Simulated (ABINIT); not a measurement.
# Bi2Se3 (Paraguanajuatite): zone-centre phonons

Which modes does Bi2Se3 (Paraguanajuatite) have at the zone centre?

Program: ABINIT 10.8.3. Level of theory: DFT LDA, scalar-relativistic, plane waves, HGH norm-conserving pseudopotentials. Results are calculated unless marked as measured.

Most raw output is cut from this account.

**1. Starting point**

It takes space group R-3m (No. 166, trigonal). Conventional cell: a = 4.143 Å, b = 4.143 Å, c = 28.636 Å, α = 90.00°, β = 90.00°, γ = 120.00°. Nearest to Bi lie 6 Se at 2.85 to 3.07 Å. Nearest to Se lie 6 Bi at 3.07 Å. Nearest to Se lie 3 Bi at 2.85 Å. Farther neighbours and most contacts between anions are not listed.

**2. A first look**

A first run with smearing and empty bands tells whether the crystal has a gap, which decides between fixed occupations and smearing later on.

Contents of probe.abi:

```
# ground state
tolvrs 1.0d-08
prtden 1
prtwf 1

# basis, mesh and filling
ecut 20.0
ixc 7
ngkpt 6 6 6
nshiftk 1
shiftk 0.0 0.0 0.0
istwfk *1
occopt 7
tsmear 0.005
nband 21
nstep 100
diemac 9.0
prtebands 0
prtgsr 0
useylm 1

# cell and atoms
acell 18.59579531 18.59579531 18.59579531
rprim 
    0.2105082144 0.1215369743 0.9700077606
    -0.2105082144 0.1215369743 0.9700077606
    0.0 -0.2430739485 0.9700077606
ntypat 2
znucl 83 34
natom 5
typat 1 1 2 2 2
xred 
    0.4008000000 0.4008000000 0.4008000000
    0.5992000000 0.5992000000 0.5992000000
    0.0 0.0 0.0
    0.2117000000 0.2117000000 0.2117000000
    0.7883000000 0.7883000000 0.7883000000
pp_dirpath "./pseudo"
pseudos "Bi.hgh, Se.hgh"
```

Launch:

```
$ OMP_NUM_THREADS=1 mpirun -n 16 abinit probe.abi > probe.log
```

Wall time 25 s (16 MPI ranks of Arm Neoverse V1, shared host).

Numbers from this step:

- volume per atom: 28.38 Å³
- pressure: -2.740 GPa
- gap on the k-mesh: 0.08816 eV

A gap of 0.088 eV on this mesh is too small to trust, so smearing is kept; the printed pressure holds the stress of the finite basis too.

**3. Relaxation**

The harmonic expansion needs vanishing forces, and a free crystal bears no stress, so cell and atoms are brought to rest. Stress is more sensitive to the basis than forces are: the last 3 Ha under the cutoff are smoothed with ecutsm, and the cutoff is raised above that of the later runs.

Contents of relax.abi:

```
# relaxation
ionmov 2
optcell 2
dilatmx 1.08
ntime 40
tolmxf 1.0d-05
tolvrs 1.0d-14
prtwf 0
prtden 0
chksymtnons 0

# basis, mesh and filling
ecut 26.0
ecutsm 3.0
ixc 7
ngkpt 9 9 9
nshiftk 1
shiftk 0.0 0.0 0.0
istwfk *1
occopt 7
tsmear 0.001
nband 21
nstep 100
diemac 9.0
prtebands 0
prtgsr 0
useylm 1

# cell and atoms
acell 18.59579531 18.59579531 18.59579531
rprim 
    0.2105082144 0.1215369743 0.9700077606
    -0.2105082144 0.1215369743 0.9700077606
    0.0 -0.2430739485 0.9700077606
ntypat 2
znucl 83 34
natom 5
typat 1 1 2 2 2
xred 
    0.4008000000 0.4008000000 0.4008000000
    0.5992000000 0.5992000000 0.5992000000
    0.0 0.0 0.0
    0.2117000000 0.2117000000 0.2117000000
    0.7883000000 0.7883000000 0.7883000000
pp_dirpath "./pseudo"
pseudos "Bi.hgh, Se.hgh"
```

Launch:

```
$ OMP_NUM_THREADS=1 mpirun -n 16 abinit relax.abi > relax.log
```

Wall time 35 min (16 MPI ranks).

The steps of the relaxation:

```csv
step,energy less that of the first step (eV),largest force (eV/Å),volume (Å³)
1,0.0000,0.1306,141.89
2,-0.0087,0.1334,141.10
3,-0.0280,0.1916,137.27
4,-0.0289,0.1708,137.29
5,-0.0320,0.0751,136.97
6,-0.0322,0.0811,136.93
7,-0.0358,0.1341,136.01
8,-0.0378,0.1058,135.44
9,-0.0389,0.0334,135.23
10,-0.0390,0.0081,135.30
11,-0.0390,0.0060,135.31
12,-0.0391,0.0094,135.33
13,-0.0391,0.0100,135.34
14,-0.0391,0.0060,135.34
15,-0.0391,0.0020,135.33
16,-0.0391,0.0002,135.33
```

```csv
"conventional cell, symmetrised",before,after,change
a (Å),4.143,4.103,-1.0 %
b (Å),4.143,4.103,-1.0 %
c (Å),28.636,27.848,-2.8 %
volume (Å³/atom),28.38,27.07,-4.6 %
```

The atoms that moved most (Å, as changes of fractional coordinates times the final cell):

```csv
atom,dx,dy,dz,length
Se4,0.000,0.000,-0.075,0.075
Se5,0.000,0.000,0.075,0.075
Bi2,0.000,0.000,-0.017,0.017
Bi1,0.000,0.000,0.017,0.017
```

The relaxed structure:

```cif
data_structure
_symmetry_space_group_name_H-M 'P 1'
_symmetry_Int_Tables_number 1
_cell_length_a 9.5801
_cell_length_b 9.5801
_cell_length_c 9.5801
_cell_angle_alpha 24.730
_cell_angle_beta 24.730
_cell_angle_gamma 24.730
_cell_volume 135.33
loop_
_atom_site_label
_atom_site_type_symbol
_atom_site_fract_x
_atom_site_fract_y
_atom_site_fract_z
_atom_site_occupancy
Bi1 Bi 0.40142 0.40142 0.40142 1
Bi2 Bi 0.59858 0.59858 0.59858 1
Se3 Se 0.00000 0.00000 0.00000 1
Se4 Se 0.20902 0.20902 0.20902 1
Se5 Se 0.79098 0.79098 0.79098 1
```

This step gave:

```yaml
volume_per_atom: 27.07 Å³
pressure: 2.90e-4 GPa
gap_on_the_k_mesh: 0.04680 eV
```

The volume changes by -4.6 % in this run and stands -4.6 % from the first cell.

**4. Self-consistent run for the response**

First-order wavefunctions inherit every error of the ground state, hence the very tight tolvrs. Smearing stays on, as the first look found no gap above 0.3 eV.

Contents of gs.abi:

```
# ground state
tolvrs 1.0d-16
prtden 1
prtwf 1

# basis, mesh and filling
ecut 20.0
ixc 7
ngkpt 9 9 9
nshiftk 1
shiftk 0.0 0.0 0.0
istwfk *1
occopt 7
tsmear 0.001
nband 21
nstep 100
diemac 9.0
prtebands 0
prtgsr 0
useylm 1

# cell and atoms
acell 18.10380754 18.10380754 18.10380754
rprim 
    0.2141362558 0.1236316249 0.9689483398
    -0.2141362558 0.1236316249 0.9689483398
    0.0 -0.2472632498 0.9689483399
ntypat 2
znucl 83 34
natom 5
typat 1 1 2 2 2
xred 
    0.4014218405 0.4014218405 0.4014218405
    0.5985781595 0.5985781595 0.5985781595
    0.0 0.0 0.0
    0.2090173891 0.2090173891 0.2090173891
    0.7909826109 0.7909826109 0.7909826109
pp_dirpath "./pseudo"
pseudos "Bi.hgh, Se.hgh"
```

Launch:

```
$ OMP_NUM_THREADS=1 mpirun -n 16 abinit gs.abi > gs.log
```

Elapsed: 86 s, on 16 MPI ranks.

Numbers from this step:

```
pressure          : -0.9132 GPa
gap on the k-mesh : 0.04925 eV
```

The cell stands at -0.91 GPa: the relaxation ran with a smoothed and higher cutoff, and the difference is a stress of the finite basis.

**5. Zone-centre response**

At q = 0 one unit cell holds all displacements. The response is solved for single atoms along the cell's directions, and symmetry skips those that follow from others. The crystal is treated as a metal, which screens a static field, so no field response is asked.

Contents of dfpt_gamma.abi:

```

# common to the responses
getwfk_filepath "gso_WFK"
kptopt 2
nqpt 1
qpt 0.0 0.0 0.0
asr 0
chneut 0

# displacements
rfphon 1
rfatpol 1 5
rfdir 1 1 1
tolvrs 1.0d-10
prtwf 0

# basis, mesh and filling
ecut 20.0
ixc 7
ngkpt 9 9 9
nshiftk 1
shiftk 0.0 0.0 0.0
istwfk *1
occopt 7
tsmear 0.001
nband 21
nstep 100
diemac 9.0
prtebands 0
prtgsr 0
useylm 1

# cell and atoms
acell 18.10380754 18.10380754 18.10380754
rprim 
    0.2141362558 0.1236316249 0.9689483398
    -0.2141362558 0.1236316249 0.9689483398
    0.0 -0.2472632498 0.9689483399
ntypat 2
znucl 83 34
natom 5
typat 1 1 2 2 2
xred 
    0.4014218405 0.4014218405 0.4014218405
    0.5985781595 0.5985781595 0.5985781595
    0.0 0.0 0.0
    0.2090173891 0.2090173891 0.2090173891
    0.7909826109 0.7909826109 0.7909826109
pp_dirpath "./pseudo"
pseudos "Bi.hgh, Se.hgh"
```

Launch:

```
$ OMP_NUM_THREADS=1 mpirun -n 16 abinit dfpt_gamma.abi > dfpt_gamma.log
```

Run time: 11 min. Hardware: 16 MPI ranks.

Numbers from this step:

| Quantity | Value |
| --- | --- |
| largest acoustic frequency at the zone centre before the sum rule | 2.01 cm⁻¹ |
| highest optical zone-centre mode (no LO-TO term) | 178.8 cm⁻¹ |
| lowest optical zone-centre mode | 44.25 cm⁻¹ |

The acoustic modes at Γ come out as far as 2.0 cm⁻¹ from zero, where they should vanish, a small numerical error.

**6. Zone-centre analysis**

anaddb reads the merged derivatives and imposes the acoustic sum rule.

Contents of anaddb.abi:

```
ddb_filepath "gamma_DDB"
output_file "anaddb.abo"
outdata_prefix "anaddb"
asr 1
chneut 1
enunit 2
eivec 1
nph1l 1
qph1l 0.0 0.0 0.0 1.0
```

Contents of mrgddb.in:

```
gamma_DDB
merged
2
dfpt_gammao_DDB
gso_DDB
```

Launch:

```
$ mrgddb < mrgddb.in > mrgddb.log
$ OMP_NUM_THREADS=1 anaddb anaddb.abi > anaddb.log
```

It took 0.51 s on 1 thread.

No LO-TO term; unit eigenvectors of the mass-weighted matrix, from anaddb's displacements. Modes at Γ, with each element's share of the kinetic energy:

```csv
mode,frequency (cm⁻¹),Bi %,Se %
1,0.0,64,36
2,0.0,64,36
3,0.0,64,36
4,44.3,84,16
5,44.3,84,16
6,74.8,68,32
7,85.6,34,66
8,85.6,34,66
9,134.4,3,97
10,134.4,3,97
11,140.3,14,86
12,141.7,16,84
13,141.7,16,84
14,164.1,22,78
15,178.8,32,68
```

Displacements in mode 4 (44.3 cm⁻¹), the largest set to 1:
```
Bi1  1.00  0.00  0.00
Bi2 -1.00  0.00  0.00
Se3  0.00  0.00  0.00
Se4 -0.71  0.00  0.00
Se5  0.71  0.00  0.00
```

Displacements in mode 15 (178.8 cm⁻¹), the largest set to 1:
```
Bi1  0.00  0.00  0.42
Bi2  0.00  0.00 -0.42
Se3  0.00  0.00  0.00
Se4  0.00  0.00  1.00
Se5  0.00  0.00 -1.00
```

The rule moves no optical mode by more than 0.1 cm⁻¹.

**7. Sum rules set otherwise (asr 0)**

Without the rule the raw error of the acoustic modes shows.

Edit anaddb.abi of step 6 so:

```diff
@@ -3,4 +3,4 @@
 outdata_prefix "anaddb"
-asr 1
-chneut 1
+asr 0
+chneut 0
 enunit 2
```

mrgddb.in is that of step 6.

Elapsed: 0.49 s, on 1 thread.

Zone-centre frequencies as printed; negative means imaginary. Modes:

```csv
mode,frequency (cm⁻¹)
1,-0.51
2,-0.51
3,2.01
4,44.25
5,44.25
6,74.82
7,85.62
8,85.62
9,134.4
10,134.4
11,140.4
12,141.7
13,141.7
14,164.2
15,178.8
```

**8. What came out**

| Quantity | Value |
| --- | --- |
| space group after relaxation | R-3m |
| volume per atom | 27.1 Å³ |
| gap on the k-mesh | 0.0493 eV |
| highest optical zone-centre mode (no LO-TO term) | 178.8 cm⁻¹ |
| lowest optical zone-centre mode | 44.2 cm⁻¹ |
| imaginary optical modes at the zone centre (no q mesh in this session) | none |

At the LDA level the optical modes of Bi2Se3 (Paraguanajuatite) at the zone centre run from 44 to 179 cm⁻¹. The base run prints -0.91 GPa, mostly the error of a finite basis; the relaxation, with a smoothed and higher cutoff, had brought the cell to rest. The gap of the first level, 0.049 eV, is of the size of the smearing, so its band edges are partly filled; its soft modes are unreliable, and so are shifts counted from them. These are harmonic frequencies at zero temperature: anharmonic shifts and linewidths and thermal expansion are left out. Spin-orbit coupling is left out, which can matter for the heavy elements here. The HGH files keep few electrons and have no core correction, which is cheap but rough for Bi.

[Host names and launcher messages were left out of these logs when they were recorded.]

[Logs are printed without paths, hosts, clocks, repeated set-up lines and the standing remarks that a program may print on its own settings, such as how far it seeks lower states.]

[Hosts, paths, dates, database ids (printed as entryN), source tags and the programs' standing remarks are cut or masked in the printed files.]
